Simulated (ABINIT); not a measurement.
Entries from a set of simulations; values are calculated unless marked as measured.

## Beyond one shot: SiC (F-43m)

It takes space group F-43m (No. 216, cubic). Conventional cell: a = 4.358 Å, b = 4.358 Å, c = 4.358 Å, α = 90.00°, β = 90.00°, γ = 90.00°. Nearest to Si lie 4 C at 1.89 Å. Nearest to C lie 4 Si at 1.89 Å. Farther neighbours, and contacts between anions beyond the nearest, are not listed.

```yaml
method: RPA screening on PBE from quasiparticle energies and orbitals, plane waves, norm-conserving pseudopotentials (and 4 further levels or steps)
program: ABINIT 10.8.3
settings: cutoff 37 Ha, PseudoDojo scalar-relativistic 0.4.1 standard, norm-conserving, potential set dojo-sr-pbe-0.4.1-standard, ngkpt (6, 6, 6), nband 99, ecuteps 8 Ha, gwcalctyp 27, nfreqre 1, inclvkb 2, shiftk (0, 0, 0), symchi 1, awtr 1, frequency static, cycle 7, q points all but q = 0, 6×6×6 k-mesh
cost: 22 runs, 20 min in all on 4 MPI ranks of Intel Xeon Platinum 8375C at 2.90GHz (Ice Lake), shared host
notes: The cell and positions come from the Crystallography Open Database and are kept as given unless a step says otherwise.
g0w0: 2.086 eV
self_consistent_cohsex_cycle_1: 3.311 eV
self_consistent_cohsex_cycle_2: 3.765 eV
self_consistent_cohsex_cycle_3: 3.748 eV
self_consistent_cohsex_cycle_4: 3.629 eV
self_consistent_cohsex_cycle_5: 3.544 eV
self_consistent_cohsex_cycle_6: 3.510 eV
self_consistent_cohsex_cycle_7: 3.507 eV
known_limits: short of the basis limit
```

Only the bands that the input lists are updated; the higher empty ones keep the functional's energies. Self-consistent COHSEX ends at 3.51 eV, +1.42 eV from G0W0, after 7 cycles that took 19 min beside the first screening; the last moved the gap by 0.003 eV.

[Long decimals in the printed logs are rounded to 6 places.]

[Logs are printed without paths, hosts, clocks, repeated set-up lines and the standing remarks that a program may print on its own settings, such as how far it seeks lower states.]

[Paths, hosts, dates, memory and timing lines, banners, echoed tables and standing remarks are left out of the program output; an Ansatz launch command may be rebuilt from the run's recorded settings. Measured values are a selection of at most five: reports struck by readers or far from the other reports are left out. None is set beside runs whose start may be inverted or whose files or cutoffs have a known fault.]

[Runs of the session that timed out or met a known fault of the program may be left out.]

[Hosts, paths, dates, database ids (printed as entryN), source tags and the programs' standing remarks are cut or masked in the printed files.]

[G0W0 gaps are taken among the corrected bands and points alone; a level outside them can change the order at an edge.]

[Where Ansatz stands beside ABINIT at settings called matched, ABINIT's density can come from a denser mesh and the files from another edition; pairs whose starting gaps differed by over 0.03 eV were left out, so agreement reads better than it is.]
